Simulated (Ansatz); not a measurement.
## MgRh (Pm-3m): phonons and vibrational spectra: phonons on a q mesh

Ansatz 0.2.0; DFT PBEsol, scalar-relativistic, plane waves, PAW; PAW set soft_1.

Stability and thermal properties need the whole zone. Linear response on a 4×4×4 q mesh gives force constants as far as a supercell of that size would.

Contents of input.yaml:

```yaml
crystal:
  lattice:
    - [3.0826217248, 0.0, 0.0]
    - [0.0, 3.0826217248, 0.0]
    - [0.0, 0.0, 3.0826217248]
  atoms:
    - { symbol: Mg, position: [0.0, 0.0, 0.0] }
    - { symbol: Rh, position: [0.5, 0.5, 0.5] }
kpoints:
  mp_grid: { grid: [16, 16, 16] }
hamiltonian:
  xc: pbesol
  pseudopotentials: { kind: paw, azcp: { folder: soft_1 }, xc_functional: pbe }
scf:
  occupations: { method: methfessel_paxton, width: 0.2 }
output:
  eigenvalues: true
phonons:
  method: dfpt
  qmesh: [4, 4, 4]
  temperatures: { t_max: 1000, t_step: 50 }
  qpath:
    path:
      - [[0.0, 0.0, 0.0], [0.0, 0.5, 0.0], [0.5, 0.5, 0.0], [0.0, 0.0, 0.0], [0.5, 0.5, 0.5], [0.0, 0.5, 0.0]]
      - [[0.5, 0.5, 0.5], [0.5, 0.5, 0.0]]
    npoints: 10
```

Launch:

```
$ ansatz run input.yaml --threads 4 --pin off --max-ram 10240MiB --backend cpu --events-out ev --progress --plain --runs-dir out
```

Q: Predict the lowest frequency on the path, phonon branches and phonon density of states against wavenumber.

With 2 atoms in the cell there are 6 branches, three of them acoustic and zero at Γ. The masses differ by a factor of 4.2 (Rh against Mg): the 3 top branches, three for each Mg, split off, and on this path no mode lies between 149 and 254 cm⁻¹. The top quarter of the spectrum is 93 % motion of Mg, the lightest element.

This step gave:

```
sum-rule residual before enforcement                       : 4.78e-5 eV/Å²
lowest frequency on the path                               : 0 cm⁻¹
highest frequency on the path or at a solved wavevector    : 330.0 cm⁻¹
mean frequency                                             : 203.5 cm⁻¹
Debye temperature (second moment)                          : 418 K
logarithmic mean frequency                                 : 177.5 cm⁻¹
lowest mode on the q mesh (acoustic modes at Γ apart)      : 58.79 cm⁻¹
heat capacity at 300 K                                     : 22.73 J/(mol atoms K)
edges of the widest gap between branches, on path and mesh : 149.2, 254.1 cm⁻¹
```

Frequencies (cm⁻¹) solved at each irreducible wavevector; negative means imaginary. Frequencies by wavevector, by row:

| q in reciprocal lattice units | star | mode 1 | mode 2 | mode 3 | mode 4 | mode 5 | mode 6 |
| --- | --- | --- | --- | --- | --- | --- | --- |
| 0 0 0 | 1 | 0 | 0 | 0 | 285.6 | 285.6 | 285.6 |
| 0 0 0.25 | 6 | 86.7 | 86.7 | 106.1 | 274.7 | 274.7 | 303.9 |
| 0 0 -0.5 | 3 | 137.4 | 137.4 | 141.4 | 258.5 | 258.5 | 327.9 |
| 0 0.25 0.25 | 12 | 58.8 | 112.4 | 138.9 | 266.5 | 296.4 | 305 |
| 0 0.25 -0.5 | 12 | 101.6 | 113 | 141.3 | 255.9 | 299.8 | 328.4 |
| 0 -0.5 -0.5 | 3 | 64 | 64 | 149.2 | 254.1 | 330 | 330 |
| 0.25 0.25 0.25 | 8 | 100.4 | 100.4 | 134.1 | 293.6 | 298.1 | 298.1 |
| 0.25 0.25 -0.5 | 12 | 101.2 | 114.1 | 137.1 | 289.2 | 299.3 | 325.3 |
| 0.25 -0.5 -0.5 | 6 | 99.2 | 99.2 | 143.9 | 288.1 | 324.5 | 324.5 |
| -0.5 -0.5 -0.5 | 1 | 130.7 | 130.7 | 130.7 | 319.6 | 319.6 | 319.6 |

Interpolated from a 4×4×4 q mesh. The phonon branches at the labelled points (cm⁻¹):

| point | branch 1 | branch 2 | branch 3 | branch 4 | branch 5 | branch 6 |
| --- | --- | --- | --- | --- | --- | --- |
| Γ | 0 | 0 | 0 | 286 | 286 | 286 |
| halfway | 87 | 87 | 106 | 275 | 275 | 304 |
| X | 137 | 137 | 141 | 258 | 258 | 328 |
| halfway | 102 | 113 | 141 | 256 | 300 | 328 |
| M | 64 | 64 | 149 | 254 | 330 | 330 |
| halfway | 59 | 112 | 139 | 266 | 296 | 305 |
| Γ | 0 | 0 | 0 | 286 | 286 | 286 |
| halfway | 100 | 100 | 134 | 294 | 298 | 298 |
| R | 131 | 131 | 131 | 320 | 320 | 320 |
| halfway | 101 | 114 | 137 | 289 | 299 | 325 |
| X | 137 | 137 | 141 | 258 | 258 | 328 |
| jump to R | 131 | 131 | 131 | 320 | 320 | 320 |
| halfway | 99 | 99 | 144 | 288 | 324 | 324 |
| M | 64 | 64 | 149 | 254 | 330 | 330 |

The phonon branches as a text plot (rows in cm⁻¹):

```
    323 |     *************                 *********************
    309 |   **      *     ****           ****    ***       *
    296 |  *       *         ***     ****          ***      *
    282 |***      *            *********             **      *
    268 |   ***              **                       ***     *
    254 |      **************                           **     **
    241 |
    227 |
    213 |
    199 |
    186 |
    172 |
    158 |
    144 |      ************  *         *                 *  *****
    131 |     *****        ** *      ** *   ****************
    117 |    **   **      *  *           ****    ******    *
    103 |   **      *          *        *          ***      **
     89 |   *       **   *    *     *  *
     76 |  *         ** *      **                             **
     62 |              *******       **                         *
     48 | **                  * *  **
     34 | *                    ***
     21 |*                       * *
      7 |                         *
         Γ      X      M          Γ            R        X|R     M
```

Tetrahedra on a 20×20×20 mesh, mean over bins of 5 cm-1. Phonon density of states against wavenumber; read off at these points:

wavenumber (cm⁻¹), phonon density of states (1/cm⁻¹/cell) and a bar:
```
        2     0.0000 
       12     0.0001 
       28     0.0009 
       38     0.0018 #
       48     0.0034 #
       58     0.0058 ##
       72     0.0201 ######
       82     0.0239 ########
       92     0.0288 #########
      102     0.0338 ###########
      118     0.0386 ############
      128     0.0352 ###########
      138     0.0948 ##############################
      152     0.0000 
      162     0.0000 
      172     0.0000 
      182     0.0000 
      198     0.0000 
      208     0.0000 
      218     0.0000 
      232     0.0000 
      242     0.0000 
      252     0.0012 
      262     0.0335 ###########
      278     0.0408 #############
      282     0.0415 #############
      288     0.0369 ############
      298     0.0321 ##########
      308     0.0354 ###########
      322     0.0701 ######################
      332     0.0001
```

Phonopy on the run's constants, 19x19x19 mesh, Gaussian sigma 2.6 cm-1. Partial phonon density of states against wavenumber; read off at these points; values in 1/cm⁻¹/cell:

| wavenumber (cm⁻¹) | Mg | Rh |
| --- | --- | --- |
| -10.0 | 0 | 0 |
| 0.0 | 1.0e-5 | 5.0e-5 |
| 10.0 | 8.3e-6 | 1.7e-5 |
| 20.0 | 8.3e-5 | 3.6e-4 |
| 30.0 | 2.4e-4 | 0.00110 |
| 40.0 | 4.0e-4 | 0.00190 |
| 50.0 | 6.3e-4 | 0.00315 |
| 60.0 | 0.00117 | 0.00643 |
| 70.0 | 0.00251 | 0.0152 |
| 80.0 | 0.00282 | 0.0185 |
| 90.0 | 0.00310 | 0.0224 |
| 100.0 | 0.00356 | 0.0292 |
| 110.0 | 0.00315 | 0.0330 |
| 120.0 | 0.00231 | 0.0339 |
| 130.0 | 0.00138 | 0.0421 |
| 137.0 | 8.5e-4 | 0.0762 |
| 140.0 | 4.5e-4 | 0.0623 |
| 150.0 | 2.6e-6 | 0.00573 |
| 160.0 | 0 | 0 |
| 170.0 | 0 | 0 |
| 180.0 | 0 | 0 |
| 190.0 | 0 | 0 |
| 200.0 | 0 | 0 |
| 210.0 | 0 | 0 |
| 220.0 | 0 | 0 |
| 230.0 | 0 | 0 |
| 240.0 | 0 | 0 |
| 250.0 | 8.6e-4 | 0 |
| 260.0 | 0.0290 | 6.0e-4 |
| 270.0 | 0.0335 | 0.00216 |
| 280.0 | 0.0392 | 0.00367 |
| 281.7 | 0.0409 | 0.00376 |
| 290.0 | 0.0348 | 0.00317 |
| 300.0 | 0.0327 | 0.00303 |
| 302.1 | 0.0336 | 0.00306 |
| 310.0 | 0.0359 | 0.00330 |
| 320.0 | 0.0566 | 0.00486 |
| 324.7 | 0.0627 | 0.00567 |
| 330.0 | 0.0241 | 0.00237 |
| 340.0 | 2.3e-6 | 0 |

Second derivatives of the energy by pair, one row for each kind of neighbour of each atom listed. Each entry sums the pair over the periodic images of the supercell that the q mesh stands for, and in a polar crystal it holds the long-range dipole part too. Force constants by pair, by row:

| atom | neighbour | distance (Å) | third of the trace (eV/Å²) | along the pair's line (eV/Å²) |
| --- | --- | --- | --- | --- |
| Mg1 | itself | 0 | 7.365 | – |
| Mg1 | Rh | 2.67 | -0.7309 | -2.382 |
| Mg1 | Mg | 3.083 | -0.2162 | -0.7386 |
| Mg1 | Mg | 4.359 | 0.0068 | -0.0353 |
| Mg1 | Rh | 5.112 | -0.0021 | 0.0067 |
| Mg1 | Mg | 5.339 | -0.0336 | -0.1026 |
| Mg1 | Mg | 6.165 | 0.0111 | 0.0021 |
| Mg1 | Rh | 6.718 | 5.00e-4 | 0.0065 |
| Mg1 | Mg | 6.893 | -0.0038 | 8.00e-4 |
| Rh2 | itself | 0 | 7.153 | – |
| Rh2 | Mg | 2.67 | -0.7309 | -2.382 |
| Rh2 | Rh | 3.083 | -0.1098 | -0.0907 |
| Rh2 | Rh | 4.359 | -0.0823 | -0.218 |
| Rh2 | Mg | 5.112 | -0.0021 | 0.0067 |
| Rh2 | Rh | 5.339 | 0.0018 | -0.0054 |
| Rh2 | Rh | 6.165 | -0.0074 | -0.0254 |
| Rh2 | Mg | 6.718 | 5.00e-4 | 0.0065 |
| Rh2 | Rh | 6.893 | 0.0329 | 0.046 |

Harmonic thermodynamic functions per atom, from the density of states. Thermodynamic functions, by row:

| T (K) | F_vib (meV/atom) | S (J/mol-atom/K) | C_V (J/mol-atom/K) |
| --- | --- | --- | --- |
| 0 | 37.84 | 0 | 0 |
| 50 | 37.44 | 2.778 | 6.044 |
| 100 | 34.31 | 9.387 | 13.4 |
| 200 | 18.11 | 21.31 | 20.45 |
| 300 | -8.76 | 30.11 | 22.73 |
| 400 | -43.57 | 36.79 | 23.65 |
| 500 | -84.56 | 42.12 | 24.1 |
| 600 | -130.6 | 46.54 | 24.35 |
| 700 | -180.8 | 50.31 | 24.5 |
| 800 | -234.7 | 53.59 | 24.61 |
| 900 | -291.8 | 56.49 | 24.68 |
| 1000 | -351.7 | 59.09 | 24.73 |

Harmonic mean-square displacement, third of the trace. Mean square displacements, by row:

| T (K) | Mg1 U_eq (Å²) | Rh2 U_eq (Å²) |
| --- | --- | --- |
| 0 | 0.00279 | 0.00151 |
| 100 | 0.00354 | 0.00265 |
| 300 | 0.00716 | 0.00696 |
| 600 | 0.01352 | 0.01372 |

[Logs are printed without paths, hosts, clocks, repeated set-up lines and the standing remarks that a program may print on its own settings, such as how far it seeks lower states.]

[Hosts, paths, dates, database ids (printed as entryN), source tags and the programs' standing remarks are cut or masked in the printed files.]
